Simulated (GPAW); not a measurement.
## Azulenedithiol between two Pt chains: transmission at several levels: GPAW, dzp

GPAW 26.7.0; GPAW LCAO, PAW setups; Landauer transmission from Green's functions with principal layers (ASE), zero bias.

Localised orbitals split the wire into layers that couple to their neighbours alone, which is what the Green's function method needs; double zeta with polarisation is the usual level for numbers.

Input file run.py:

```python
import json
import numpy as np
from ase import Atoms
from ase.transport.calculators import TransportCalculator
from gpaw import GPAW, FermiDirac
from gpaw.lcao.tools import get_lcao_hamiltonian
from scipy.linalg import eigh

# The junction with lead layers at both ends, along the third cell vector
device = Atoms(
    ['Pt', 'Pt', 'Pt', 'Pt', 'Pt', 'Pt', 'Pt', 'S', 'C', 'H', 'H', 'C', 'C', 'C', 'C', 'H', 'H', 'C', 'C', 'C', 'C', 'C', 'H', 'H', 'S', 'Pt', 'Pt', 'Pt', 'Pt', 'Pt', 'Pt', 'Pt'],
    positions=[
        [7.38868, 4.50000, 1.20000],
        [7.38868, 4.50000, 3.60000],
        [7.38868, 4.50000, 6.00000],
        [7.38868, 4.50000, 8.40000],
        [7.38868, 4.50000, 10.80000],
        [7.38868, 4.50000, 13.20000],
        [7.38868, 4.50000, 15.60000],
        [5.84442, 4.50010, 17.37137],
        [5.80265, 4.50013, 19.07622],
        [3.67317, 4.50016, 19.49961],
        [7.98992, 4.50013, 19.56317],
        [4.69759, 4.50016, 19.83440],
        [6.97538, 4.50014, 19.93080],
        [5.14424, 4.50018, 21.21600],
        [6.60061, 4.50017, 21.22683],
        [8.57109, 4.50021, 22.07566],
        [3.25000, 4.50021, 22.09226],
        [4.32456, 4.50021, 22.27271],
        [7.51347, 4.50020, 22.33486],
        [7.19603, 4.50023, 23.63827],
        [4.68055, 4.50022, 23.67641],
        [5.88704, 4.50023, 24.27593],
        [3.79331, 4.50023, 24.31300],
        [8.04844, 4.50026, 24.31642],
        [5.87873, 4.50025, 26.03726],
        [7.38868, 4.50000, 27.83797],
        [7.38868, 4.50000, 30.23797],
        [7.38868, 4.50000, 32.63797],
        [7.38868, 4.50000, 35.03797],
        [7.38868, 4.50000, 37.43797],
        [7.38868, 4.50000, 39.83797],
        [7.38868, 4.50000, 42.23797]],
    cell=[[14.77737, 0.0, 0.0], [0.0, 9.0, 0.0], [0.0, 0.0, 43.43797]],
    pbc=True)

# One principal layer of the lead: the first 5 atoms of the device
lead = Atoms(
    ['Pt', 'Pt', 'Pt', 'Pt', 'Pt'],
    positions=[
        [7.38868, 4.50000, 1.20000],
        [7.38868, 4.50000, 3.60000],
        [7.38868, 4.50000, 6.00000],
        [7.38868, 4.50000, 8.40000],
        [7.38868, 4.50000, 10.80000]],
    cell=[[14.77737, 0.0, 0.0], [0.0, 9.0, 0.0], [0.0, 0.0, 12.0]],
    pbc=True)

settings = dict(mode='lcao', basis='dzp', xc='PBE', h=0.2,
                occupations=FermiDirac(0.1), maxiter=250,
                mixer=dict(beta=0.1, nmaxold=8, weight=100.0),
                convergence=dict(density=0.0001))
energies = np.arange(-2, 2 + 1e-9, 0.05)
eta = 0.0001
n1, n2 = 1, 1
# k and -k transmit alike, so half of the mesh across the current serves
mesh = [(i, j) for i in range(n1) for j in range(n2) if (i, j) <= (-i % n1, -j % n2)]
weights = np.array([1 if (i, j) == (-i % n1, -j % n2) else 2 for i, j in mesh]) / (n1 * n2)


def ground_state(atoms, size, txt):
    atoms.calc = GPAW(kpts={'size': size, 'gamma': True}, symmetry={'tolerance': 1e-3}, txt=txt, **settings)
    atoms.get_potential_energy()
    return atoms.calc.get_fermi_level()


def blocks(atoms, fermi, points, nz, cells):
    """H - E_F S and S between cell 0 and the cells above it, at each point across the current."""
    kz = np.arange(nz) / nz
    calc = atoms.calc.fixed_density(kpts=[(*k, z) for k in points for z in kz], symmetry='off', txt=None)
    H, S = get_lcao_hamiltonian(calc)
    H = (H - fermi * S).reshape(len(H), len(points), nz, *S.shape[1:])
    S = S.reshape(H.shape[1:])
    phases = [np.exp(-2j * np.pi * kz * R) / nz for R in cells]
    return [(np.einsum('skzij,z->ksij', H, p), np.einsum('kzij,z->kij', S, p)) for p in phases]


def pair(a, b):
    return np.block([[a, b], [b.T.conj(), a]])


def count_channels(h, s, cells, nk=240):
    """Half the number of times that the lead's bands cross each energy, unfolded to its shortest repeat."""
    b = len(h) // cells
    bands = []
    for k in (np.arange(nk + 1) + 0.5) / nk:
        hk, sk = h[:b, :b].copy(), s[:b, :b].copy()
        for R in range(1, cells):
            phase, block = np.exp(2j * np.pi * k * R), slice(R * b, (R + 1) * b)
            hk += h[:b, block] * phase + (h[:b, block] * phase).T.conj()
            sk += s[:b, block] * phase + (s[:b, block] * phase).T.conj()
        w, u = eigh(sk)
        x = u[:, w > 1e-5] / w[w > 1e-5]**0.5  # drop near-dependent combinations
        bands.append(np.r_[eigh(x.T.conj() @ hk @ x, eigvals_only=True), [1e9] * (w <= 1e-5).sum()])
    below = np.array(bands)[:, :, None] < energies
    return (below[1:] != below[:-1]).sum((0, 1)) / 2


fermi_lead = ground_state(lead, (1, 1, 10), 'lead.txt')
fermi_device = ground_state(device, (1, 1, 2), 'device.txt')
T, channels, eigen, tail, misfit, shifts = [], [], [], 0.0, 0.0, []
for first in range(0, len(mesh), 108):
    points = [(i / n1, j / n2) for i, j in mesh[first:first + 108]]
    (H0k, S0k), (H1k, S1k), (H2k, _) = blocks(lead, fermi_lead, points, 5, range(3))
    [(Hk, Sk)] = blocks(device, fermi_device, points, 2, [0])
    tail = max(tail, abs(H2k).max())
    for H0, S0, H1, S1, H, S in zip(H0k, S0k, H1k, S1k, Hk, Sk):
        n = len(S0)
        # Shift the lead onto the potential of the device's first layer
        shift = ((H[:, 0, 0] - H0[:, 0, 0]) / S0[0, 0]).real.mean()
        shifts.append(shift)
        misfit = max(misfit, abs(H[:, :n, :n] - H0 - shift * S0).max())
        Tk, Ck, Ek = [], [], []
        for s in range(len(H)):
            t = s % len(H0)  # a lead without moments serves both spins
            h1, s1 = pair(H0[t] + shift * S0, H1[t] + shift * S1), pair(S0, S1)
            leads = dict(h1=h1, s1=s1, energies=energies, eta=eta, eta1=eta, eta2=eta)
            calc = TransportCalculator(h=H[s], s=S, eigenchannels=3, **leads)
            Tk.append(calc.get_transmission())
            Ek.append(np.sort(calc.eigenchannels_ne, axis=0)[::-1])
            Ck.append(count_channels(h1, s1, 10))
        T.append(Tk)
        channels.append(Ck)
        eigen.append(Ek)
T, channels = np.array(T), np.array(channels)
mean, open_channels = np.einsum('kse,k->se', T, weights), np.einsum('kse,k->se', channels, weights)

print(f'basis functions: device {len(S)}, principal layer {n}')
print(f'Fermi level: lead {fermi_lead:.4f} eV, device {fermi_device:.4f} eV; lead shifted by {np.mean(shifts):.4f} eV')
print(f'largest coupling past the next layer {tail:.2e} eV, largest misfit of the first layer {misfit:.3f} eV')
print('  E-E_F (eV)   ' + 'T (one spin)  channels')
for e, t, c in zip(energies, mean.T, open_channels.T):
    print(f'{e:10.3f}  ', *[f'{x:11.4e}' for x in t], *[f'{x:9.4f}' for x in c])

kT = 8.617333e-5 * 300
fine = np.linspace(energies[0], energies[-1], 4001)
both = np.exp(np.interp(fine, energies, np.log(np.maximum(mean.sum(0) * 2 / len(mean), 1e-30))))
fermi = lambda mu: 1 / (1 + np.exp(np.clip((fine - mu) / kT, -200, 200)))
slope = fermi(0) * (1 - fermi(0)) / kT
G = np.trapezoid(both * slope, fine) / 2
seebeck = -np.trapezoid(both * slope * fine, fine) / (2 * G * 300) * 1e6
print(f'conductance at 300 K: {G:.5g} G0 a cell; thermopower {seebeck:.4g} uV/K')
bias = [0.1, 0.2, 0.5, 1.0, 1.5, 2.0]
current = [38.74 * np.trapezoid(both * (fermi(V / 2) - fermi(-V / 2)), fine) for V in bias]
for V, I in zip(bias, current):
    print(f'current from the zero-bias T(E) at {V} V: {I:.5g} uA')
zero = abs(energies).argmin()
json.dump(dict(energies=energies.tolist(), T=mean.tolist(), channels=open_channels.tolist(), G=G, seebeck=seebeck,
               bias=bias, current=current, tail=tail, misfit=misfit, shift=np.mean(shifts), n_device=len(S), n_lead=n,
               fermi=[fermi_lead, fermi_device], energy=device.get_potential_energy(),
               moments=device.get_magnetic_moments().tolist(), mesh=mesh, weights=weights.tolist(),
               T_k=T[:, :, zero].tolist(), eigen=np.array(eigen[0]).tolist()), open('result.json', 'w'))
```

On the command line:

```sh
> OMP_NUM_THREADS=1 OPENBLAS_NUM_THREADS=1 python run.py
```

Q: Predict the conductance; and current through one cell, from the zero-bias transmission against bias.

Each channel passes at most one electron wave, so a value between whole numbers means that at least one channel is partly reflected. Current over bias at the lowest bias computed gives the conductance there: 71.4 μS, or 0.922 G₀ with G₀ = 2e²/h = 77.5 μS.

This step gave:

- conductance: 0.9262 G₀
- thermopower: -8.691 μV/K
- largest coupling past the next principal layer: 8.09e-6 eV
- largest misfit of the first principal layer: 0.2305 eV
- shift that aligns the lead: 8.56e-4 eV
- basis functions of the junction: 564
- basis functions of a principal layer: 135
- transmission at the Fermi level (one spin): 0.9409

One spin. The transmission, zone mean by energy, zero at the Fermi level:

energy (eV), transmission, zone mean and a bar:
```
    -2.00      0.733 ######################
    -1.90      0.841 #########################
    -1.80      0.892 ###########################
    -1.70      0.886 ###########################
    -1.55      0.858 ##########################
    -1.45      0.885 ###########################
    -1.35      0.943 ############################
    -1.25      0.372 ###########
    -1.20      0.517 ################
    -1.15      0.504 ###############
    -1.05      0.317 ##########
    -0.90      0.349 ###########
    -0.80      0.556 #################
    -0.70      0.799 ########################
    -0.65      0.888 ###########################
    -0.60      0.884 ###########################
    -0.50      0.237 #######
    -0.40      0.460 ##############
    -0.35      0.924 ############################
    -0.25      0.490 ###############
    -0.15      0.675 ####################
    -0.05      0.868 ##########################
     0.00      0.941 ############################
     0.05      0.985 ##############################
     0.10      0.996 ##############################
     0.15      0.970 #############################
     0.25      0.823 #########################
     0.40      0.497 ###############
     0.50      0.303 #########
     0.60      0.151 #####
     0.70      0.031 #
     0.80      0.001 
     0.90      0.001 
     1.05      0.001 
     1.15      0.000 
     1.25      0.000 
     1.35      0.000 
     1.45      0.000 
     1.55      0.000 
     1.70      0.000 
     1.80      0.000 
     1.90      0.000 
     2.00      0.000
```

Not self-consistent under bias; the bias window is split evenly. Table of current through one cell, from the zero-bias transmission by bias:

```
bias (V)  current through one cell, from the zero-bias transmission (μA)
   0.100                                                            7.14
   0.200                                                            14.1
   0.500                                                            32.3
   1.000                                                            53.5
   1.500                                                            70.0
   2.000                                                            78.4
```

Table of transmission of the three most open eigenchannels by energy, zero at the Fermi level:

```
energy (eV)  channel 1  channel 2  channel 3
      -2.00      0.722     0.0103     1.4e-4
      -1.90      0.831    0.00992     1.1e-4
      -1.80      0.882    0.00952     9.3e-5
      -1.70      0.877    0.00909     7.4e-5
      -1.55      0.849    0.00862     1.1e-4
      -1.45      0.876    0.00925     2.1e-4
      -1.35      0.934    0.00925     2.3e-4
      -1.25      0.363    0.00876     2.7e-4
      -1.15      0.494    0.00855     8.1e-4
      -1.05      0.308    0.00776    0.00132
      -0.90      0.340    0.00683    0.00200
      -0.80      0.550    0.00508    0.00135
      -0.70      0.794    0.00375     9.6e-4
      -0.60      0.881    0.00291     7.1e-4
      -0.50      0.233    0.00240     7.5e-4
      -0.40      0.458    0.00212     5.3e-4
      -0.25      0.488    0.00194     1.6e-4
      -0.15      0.673    0.00191     1.4e-4
      -0.05      0.866    0.00186     1.1e-4
       0.00      0.939    0.00181     9.2e-5
       0.05      0.983    0.00175     7.4e-5
       0.15      0.968    0.00162     3.8e-5
       0.25      0.821    0.00152     1.2e-5
       0.40      0.495    0.00143     3.6e-7
       0.50      0.302    0.00141     3.2e-7
       0.60      0.149    0.00142     2.4e-7
       0.70     0.0299    0.00147     8.2e-8
       0.80     9.7e-4    7.4e-11          0
       0.90     7.5e-4    1.2e-12          0
       1.05     5.7e-4          0          0
       1.15     4.9e-4          0          0
       1.25     4.3e-4          0          0
       1.35     3.8e-4          0          0
       1.45     3.4e-4          0          0
       1.55     3.1e-4          0          0
       1.70     2.7e-4          0          0
       1.80     2.5e-4          0          0
       1.90     2.3e-4          0          0
       2.00     2.2e-4          0          0
```

[Logs are printed without paths, hosts, clocks, repeated set-up lines and the standing remarks that a program may print on its own settings, such as how far it seeks lower states.]

[Hosts, paths, dates, database ids (printed as entryN), source tags and the programs' standing remarks are cut or masked in the printed files.]
